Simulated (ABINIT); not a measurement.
# Quasiparticle gap of TiO2 (Rutile) in ABINIT, part 3 of 3

Aim: the G0W0 gap of TiO2 (Rutile) on LDA, step by step.

ABINIT 10.8.3; LDA and many-body steps on it, plane waves. Known limits of the many-body steps: not at the basis limit; coarse k mesh.

So far. Step 3 (Bands along the symmetry lines): The gap is 1.836 eV, as in the run before at this level. Step 4 (Empty states on the mesh, 2×2×4 mesh, 119 bands): On this mesh the gap is 1.836 eV.

### Step 5. Screening, 2×2×4 mesh, 109 bands, screening to 106.1 eV

The RPA dielectric matrix is built and inverted for each q.

This step: RPA screening on LDA, plane waves, norm-conserving pseudopotentials.

run.abi

```
acell 3*1.0 Angstrom
rprim 
  4.592200000000 0.000000000000 0.000000000000
  0.000000000000 4.592200000000 0.000000000000
  0.000000000000 0.000000000000 2.957400000000
ntypat 2
znucl 22 8
natom 6
typat 1 1 2 2 2 2
xred 
  0.000000000000 0.000000000000 0.000000000000
  0.500000000000 0.500000000000 0.500000000000
  0.304960000000 0.304960000000 0.000000000000
  0.195040000000 0.804960000000 0.500000000000
  0.695040000000 0.695040000000 0.000000000000
  0.804960000000 0.195040000000 0.500000000000
pp_dirpath "pseudos"
pseudos "Ti.upf, O.upf"
ecut 38
ngkpt 2 2 4
nshiftk 1
shiftk 0 0 0
kptopt 1
chksymbreak 0
istwfk *1
occopt 1
irdwfk 1
optdriver 3
nband 109
ecuteps 3.9
inclvkb 2
awtr 1
symchi 1
indata_prefix "in"
outdata_prefix "out"
tmpdata_prefix "tmp"
```

Run with:

```console
$ OMP_NUM_THREADS=1 mpirun -n 4 abinit run.abi > log
```

Numbers of over 12 decimals in the logs are rounded to 6 here.

Log:

```text
.Version 10.8.3 of ABINIT. v10.8.2 released Aug 2026.

 Symmetries : space group P4_2/m n m (#136); Bravais tP (primitive tetrag.)
[... echo of the input left out ...]
== DATASET  1 ==================================================================
-   mpi_nproc: 4, omp_nthreads: 1 (-1 if OMP is not activated)

--- !DatasetInfo
iteration_state: {dtset: 1, }
dimensions: {natom: 6, nkpt: 9, mband: 109, nsppol: 1, nspinor: 1, nspden: 1, mpw: 4748, }
cutoff_energies: {ecut:  38.0, pawecutdg:  -1.0, }
electrons: {nelect:   4.80000000E+01, charge:   0.00000000E+00, occopt:   1.00000000E+00, tsmear:   1.00000000E-02, }

 SCREENING: Calculation of the susceptibility and dielectric matrices

 Based on a program developped by R.W. Godby, V. Olevano, G. Onida, and L. Reining.
 Incorporated in ABINIT by V. Olevano, G.-M. Rignanese, and M. Torrent.
.Using double precision arithmetic ; gwpc =  8

[... cell and pseudopotentials left out ...]
--------------------------------------------------------------------------------

 ==== K-mesh for the wavefunctions ====
 Number of points in the irreducible wedge :     9
[... list of points left out ...]
 Together with 16 symmetry operations and time-reversal symmetry
 yields    16 points in the full Brillouin Zone.

 ==== Q-mesh for the screening function ====
 Number of points in the irreducible wedge :     9
[... list of points left out ...]
 Together with 16 symmetry operations and time-reversal symmetry
 yields    16 points in the full Brillouin Zone.

 setmesh: FFT mesh size selected  =    32x   32x   24
          total number of points  =        24576

 vcoul_init : cutoff-mode = AUXILIARY_FUNCTION
 q-points for optical limit:   1
     1)      0.000010    0.000020    0.000030

- screening: taking advantage of time-reversal symmetry
- Maximum band index for partially occupied states nbvw = 24
- Remaining bands to be divided among processors   nbcw = 85
- Number of bands treated by each node ~21

 Number of electrons calculated from density =   48.0000; Expected =   48.0000
 average of density, n =  0.114049
 r_s =    1.2792
 omega_plasma =   32.5763 [eV]

 calculating chi0 at frequencies [eV] :
  1    0.000000E+00    0.000000E+00
  2    0.000000E+00    3.257632E+01

--------------------------------------------------------------------------------
  q-point number  1        q = ( 0.000000, 0.000000, 0.000000) [r.l.u.]
--------------------------------------------------------------------------------
[... chi0 elements left out ...]
 For q-point:  0.000010 0.000020 0.000030
  dielectric constant =   9.3577
  dielectric constant without local fields =   9.7539

  Average fulfillment of the sum rule on Im[epsilon] for q-point    1 :     55.71  [%]
[... wings left out ...]
  q-point number  2        q = ( 0.500000, 0.000000, 0.000000) [r.l.u.]
--------------------------------------------------------------------------------
[... chi0 elements left out ...]
  Average fulfillment of the sum rule on Im[epsilon] for q-point    2 :     63.75  [%]

 [... 7 further q-points ...]
```

Run time: 44 s. Hardware: 4 MPI ranks of Arm Neoverse V1, shared host; peak memory 1.1 GiB.

Numbers from this step:

```
ε∞ with local fields, on this mesh, along the program's q direction : 9.358
the same without local fields                                       : 9.754
plasma frequency                                                    : 32.58 eV
plane waves in the screening matrix                                 : 161
```

Local fields lower ε∞ by 4 %. On a Γ-centred mesh this coarse the value itself is usually too large, while a short band sum pulls it down.

### Step 6. Self-energy, 2×2×4 mesh, 109 bands, screening to 106.1 eV

The self-energy is evaluated for the states that the input lists, and the levels follow from it, in one-shot runs by the linearised quasiparticle equation.

This step: G0W0 on LDA, plane waves, norm-conserving pseudopotentials.

run.abi, as its differences from that of step 5:

```diff
@@ -27,8 +27,25 @@
 irdwfk 1
-optdriver 3
+optdriver 4
 nband 109
+gwcalctyp 0
+ecutsigx 38
+symsigma 1
+nkptgw 6
+kptgw 
+  0.0000000000 0.0000000000 0.0000000000
+  0.5000000000 0.0000000000 0.0000000000
+  0.5000000000 0.5000000000 0.0000000000
+  0.0000000000 0.0000000000 0.5000000000
+  0.5000000000 0.0000000000 0.5000000000
+  0.5000000000 0.5000000000 0.5000000000
+bdgw 
+  22 26
+  23 26
+  23 26
+  23 26
+  23 26
+  23 26
 ecuteps 3.9
-inclvkb 2
-awtr 1
-symchi 1
+irdscr 1
+ppmodel 1
 indata_prefix "in"
```

Log:

```text
.Version 10.8.3 of ABINIT. v10.8.2 released Aug 2026.

 Symmetries : space group P4_2/m n m (#136); Bravais tP (primitive tetrag.)
[... echo of the input left out ...]
== DATASET  1 ==================================================================
-   mpi_nproc: 4, omp_nthreads: 1 (-1 if OMP is not activated)

--- !DatasetInfo
iteration_state: {dtset: 1, }
dimensions: {natom: 6, nkpt: 9, mband: 109, nsppol: 1, nspinor: 1, nspden: 1, mpw: 4748, }
cutoff_energies: {ecut:  38.0, pawecutdg:  -1.0, }
electrons: {nelect:   4.80000000E+01, charge:   0.00000000E+00, occopt:   1.00000000E+00, tsmear:   1.00000000E-02, }

 SIGMA: Calculation of the GW corrections

 Based on a program developped by R.W. Godby, V. Olevano, G. Onida, and L. Reining.
 Incorporated in ABINIT by V. Olevano, G.-M. Rignanese, and M. Torrent.
.Using double precision arithmetic ; gwpc =  8

[... cell and pseudopotentials left out ...]
--------------------------------------------------------------------------------

 ==== K-mesh for the wavefunctions ====
 Number of points in the irreducible wedge :     9
[... list of points left out ...]
 Together with 16 symmetry operations and time-reversal symmetry
 yields    16 points in the full Brillouin Zone.

 ==== Q-mesh for screening function ====
 Number of points in the irreducible wedge :     9
[... list of points left out ...]
 Together with 16 symmetry operations and time-reversal symmetry
 yields    16 points in the full Brillouin Zone.

 vcoul_init : cutoff-mode = AUXILIARY_FUNCTION
 q-points for optical limit:   1
     1)      0.000010    0.000020    0.000030
 setmesh: FFT mesh size selected  =    50x   50x   32
          total number of points  =        80000

 Number of electrons calculated from density =   48.0000; Expected =   48.0000
 average of density, n =  0.114049
 r_s =    1.2792
 omega_plasma =   32.5763 [eV]

 === KS Band Gaps ===
  >>>> For spin  1
   Minimum direct gap =   1.8359 [eV], located at k-point      :   0.0000  0.0000  0.0000
   Fundamental gap    =   1.8359 [eV], Top of valence bands at :   0.0000  0.0000  0.0000
                                       Bottom of conduction at :   0.0000  0.0000  0.0000
 SIGMA fundamental parameters:
 PLASMON POLE MODEL  1
 number of plane-waves for SigmaX                 4679
 number of plane-waves for SigmaC and W            161
 number of plane-waves for wavefunctions          4679
 number of bands                                   109
 number of independent spin polarizations            1
 number of spinorial components                      1
 number of k-points in IBZ                           9
 number of q-points in IBZ                           9
 number of symmetry operations                      16
 number of k-points in BZ                           16
 number of q-points in BZ                           16
 number of frequencies for dSigma/dE                 9
 frequency step for dSigma/dE [eV]                0.25
 number of omega for Sigma on real axis              0
 max omega for Sigma on real axis  [eV]           0.00
 zcut for avoiding poles [eV]                     0.10

 EPSILON^-1 parameters (SCR file):
 dimension of the eps^-1 matrix on file            161
 dimension of the eps^-1 matrix used               161
 number of plane-waves for wavefunctions          4679
 number of bands                                   109
 number of q-points in IBZ                           9
 number of frequencies                               2
 number of real frequencies                          1
 number of imag frequencies                          1

 matrix elements of self-energy operator (all in [eV])

 Perturbative Calculation

--- !SelfEnergy_ee
iteration_state: {dtset: 1, }
kpoint     : [   0.000,    0.000,    0.000, ]
spin       : 1
KS_gap     :    1.836
QP_gap     :    3.369
Delta_QP_KS:    1.533
data: !SigmaeeData |
     Band     E0 <VxcDFT>   SigX SigC(E0)      Z dSigC/dE  Sig(E)    E-E0       E
       22   4.794 -20.420 -25.100   4.941   0.772  -0.296 -20.218   0.202   4.995
       23   4.794 -20.420 -25.100   4.941   0.772  -0.296 -20.218   0.202   4.995
       24   5.252 -20.176 -24.840   4.975   0.767  -0.304 -19.938   0.238   5.489
       25   7.087 -20.068 -11.930  -5.871   0.781  -0.281 -18.298   1.770   8.858
       26   7.371 -19.685 -11.899  -5.594   0.782  -0.279 -17.971   1.714   9.084

--- !SelfEnergy_ee
iteration_state: {dtset: 1, }
kpoint     : [   0.500,    0.000,    0.000, ]
spin       : 1
KS_gap     :    3.262
QP_gap     :    4.843
Delta_QP_KS:    1.580
data: !SigmaeeData |
     Band     E0 <VxcDFT>   SigX SigC(E0)      Z dSigC/dE  Sig(E)    E-E0       E
       23   4.499 -19.458 -24.378   5.095   0.768  -0.303 -19.323   0.135   4.634
       24   4.499 -19.458 -24.378   5.095   0.768  -0.303 -19.323   0.135   4.634
       25   7.761 -20.281 -12.367  -5.699   0.774  -0.292 -18.565   1.716   9.476
       26   7.761 -20.281 -12.367  -5.699   0.774  -0.292 -18.565   1.716   9.476

--- !SelfEnergy_ee
iteration_state: {dtset: 1, }
kpoint     : [   0.500,    0.500,    0.000, ]
spin       : 1
KS_gap     :    2.957
QP_gap     :    4.589
Delta_QP_KS:    1.632
data: !SigmaeeData |
     Band     E0 <VxcDFT>   SigX SigC(E0)      Z dSigC/dE  Sig(E)    E-E0       E
       23   4.173 -20.173 -24.985   4.975   0.774  -0.292 -20.047   0.127   4.300
[...]
--- !SelfEnergy_ee
iteration_state: {dtset: 1, }
kpoint     : [   0.000,    0.000,    0.500, ]
spin       : 1
KS_gap     :    4.407
QP_gap     :    6.036
Delta_QP_KS:    1.629
data: !SigmaeeData |
     Band     E0 <VxcDFT>   SigX SigC(E0)      Z dSigC/dE  Sig(E)    E-E0       E
[...]
--- !SelfEnergy_ee
iteration_state: {dtset: 1, }
kpoint     : [   0.500,    0.000,    0.500, ]
spin       : 1
KS_gap     :    2.909
QP_gap     :    4.483
Delta_QP_KS:    1.574
data: !SigmaeeData |
     Band     E0 <VxcDFT>   SigX SigC(E0)      Z dSigC/dE  Sig(E)    E-E0       E
[...]
26   7.112 -19.607 -11.700  -5.768   0.781  -0.281 -17.938   1.669   8.781

--- !SelfEnergy_ee
iteration_state: {dtset: 1, }
kpoint     : [   0.500,    0.500,    0.500, ]
spin       : 1
KS_gap     :    3.249
QP_gap     :    4.757
Delta_QP_KS:    1.508
data: !SigmaeeData |
     Band     E0 <VxcDFT>   SigX SigC(E0)      Z dSigC/dE  Sig(E)    E-E0       E
       23   4.570 -20.160 -25.024   5.045   0.771  -0.297 -20.021   0.139   4.709
       24   4.570 -20.160 -25.024   5.045   0.771  -0.297 -20.021   0.139   4.709
       25   7.819 -20.256 -12.445  -5.675   0.771  -0.296 -18.608   1.648   9.467
       26   7.819 -20.256 -12.445  -5.675   0.771  -0.296 -18.608   1.648   9.467

== END DATASET(S) ==============================================================
================================================================================

 -outvars: echo values of variables after computation  --------
           etotal      0.0000000000E+00
            nband         109
             nkpt           9
          spgroup         136
 [... the other variables as echoed above ...]

 Calculation completed.
```

Elapsed: 15 s, on 4 MPI ranks; peak memory 0.81 GiB.

This step gave:

- G0W0 gap on the mesh: 3.292 eV
- starting gap on the mesh: 1.836 eV
- k of the valence top: 0, 0, 0
- k of the conduction bottom: 0.5, 0, 0.5
- Z at the valence top: 0.767
- Z at the conduction bottom: 0.781
- least direct G0W0 gap on the computed points: 3.369 eV

The gap on the mesh goes from 1.84 eV to 3.29 eV, a correction of +1.46 eV.

Limits: finite bands, cutoff and mesh; coarse k mesh. v1 is the top filled band, c1 the lowest empty one. Levels before and after the correction, in eV, zero at the valence-band top of each column:

```csv
,conduction bottom,valence top
Kohn-Sham,1.84,0.00
G0W0,3.29,0.00
```

```csv
,level,energy (eV)
Kohn-Sham,Γ v3-v2,-0.458
Kohn-Sham,Γ v1,0.000
Kohn-Sham,Γ c1,1.836
Kohn-Sham,Γ c2,2.119
Kohn-Sham,(0.5 0 0.5) v2-v1,-1.048
Kohn-Sham,(0.5 0 0.5) c1-c2,1.860
G0W0,Γ v3-v2,-0.494
G0W0,Γ v1,0.000
G0W0,Γ c1,3.369
G0W0,Γ c2,3.595
G0W0,(0.5 0 0.5) v2-v1,-1.191
G0W0,(0.5 0 0.5) c1-c2,3.292
```

### Step 7. Where the time went

Times are wall times on 4 MPI ranks of Arm Neoverse V1, shared host, good to a factor of about two.

```csv
step,time,share,memory (GiB)
ground state,65 s,29 %,0.36
bands along the symmetry lines,53 s,24 %,0.45
empty states on the mesh,46 s,20 %,0.34
screening,44 s,20 %,1.1
self-energy,15 s,7 %,0.81
```

### Step 8. Summary of results

```yaml
lda_gap: 1.84 eV, direct
g0w0_gap_on_the_mesh: 3.29 eV
gw_settings: 2×2×4 mesh, 109 bands, screening to 106.1 eV, Godby-Needs plasmon pole
known_limits: not at the basis limit; coarse k mesh
```

In words: G0W0 moves the gap on the mesh from 1.84 eV to 3.29 eV (+1.46 eV), with Z of 0.77 and 0.78 at the edges. Local fields lower the RPA ε∞ on this mesh from 9.75 to 9.36; a Γ-centred mesh this coarse tends to raise both, most where the direct gap is narrow, while a short band sum lowers them. G0W0 makes the gap indirect: the least direct gap computed is 3.37 eV. Against experiment, by G0W0@LDA: the gap of 3.29 eV lies +0.01 eV from the measured 3.28 eV (optical, 2023); the gap of 3.29 eV lies +0.26 eV from the measured 3.03 eV (kind not stated, quoted 2016); the gap of 3.29 eV lies +0.20 eV from the measured 3.09 ± 0.06 eV (indirect, on SiO2 (quartz particles), 2024); the gap of 3.29 eV lies +0.24 eV from the measured 3.05 eV (kind not stated, quoted 2021). An exciton line or allowed optical edge lies below the quasiparticle gap by the binding energy; a forbidden edge can push the onset above it. The calculation has static nuclei and no excitons; a measured gap holds zero-point and thermal motion, which mostly lowers it. Bands and cutoff are finite, so the gap is not at the basis limit. The miss can reach some tenths of an eV and take either sign; the mesh is an error of its own. The 2×2×4 mesh is coarse for this cell, which bears on the long-range parts of exchange and screening.

[Paths, hosts, dates, memory and timing lines, banners, echoed tables and standing remarks are left out of the program output.]

[Logs are printed without paths, hosts, clocks, repeated set-up lines and the standing remarks that a program may print on its own settings, such as how far it seeks lower states.]

[Runs of the session that timed out or met a known fault of the program may be left out.]

[Hosts, paths, dates, database ids (printed as entryN), source tags and the programs' standing remarks are cut or masked in the printed files.]

[G0W0 gaps are taken among the corrected bands and points alone; a level outside them can change the order at an edge.]

[Where Ansatz stands beside ABINIT at settings called matched, ABINIT's density can come from a denser mesh and the files from another edition; pairs whose starting gaps differed by over 0.03 eV were left out, so agreement reads better than it is.]
